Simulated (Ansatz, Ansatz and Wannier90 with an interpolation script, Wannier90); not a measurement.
Rows from a G0W0 calculation on BaTiO3 (Pm-3m) (Ansatz 0.2.0; G0W0 on LDA, plane waves, PAW; 4×4×4 mesh, 268 empty bands, screening to 150 eV), in eV. Spin-orbit coupling is left out.

```tsv
row	k	band	start	Σx	Σc at the solution	Vxc
A	Γ	v4	8.765	-24.559	4.734	-19.580
B	(-0.500, -0.500, -0.500)	v1	9.889	-25.756	4.661	-20.893
C	Γ	v1	9.784	-25.965	4.341	-21.412
D	Γ	c1	11.590	-12.595	-6.681	-20.591
E	(-0.500, -0.500, -0.500)	v4	7.535	-24.123	4.132	-19.782
F	(-0.500, -0.500, -0.500)	c1	14.045	-14.701	-8.033	-23.981
```

Question: Give the quasiparticle energies and the shift of each level.

The quasiparticle equation reads E = start + Σx + Σc(E) − Vxc.

```tsv
row	E (eV)	shift (eV)
A	8.520	−0.245
B	9.686	−0.203
C	9.572	−0.211
D	12.907	+1.316
E	7.327	−0.209
F	15.292	+1.247
```

Limits: not at the basis limit; no spin-orbit coupling; coarse k mesh.

[Paths, hosts, dates, memory and timing lines, banners, echoed tables and standing remarks are left out of the program output.]

[Logs are printed without paths, hosts, clocks, repeated set-up lines and the standing remarks that a program may print on its own settings, such as how far it seeks lower states.]

[Runs of the session that timed out or met a known fault of the program may be left out.]

[Hosts, paths, dates, database ids (printed as entryN), source tags and the programs' standing remarks are cut or masked in the printed files.]
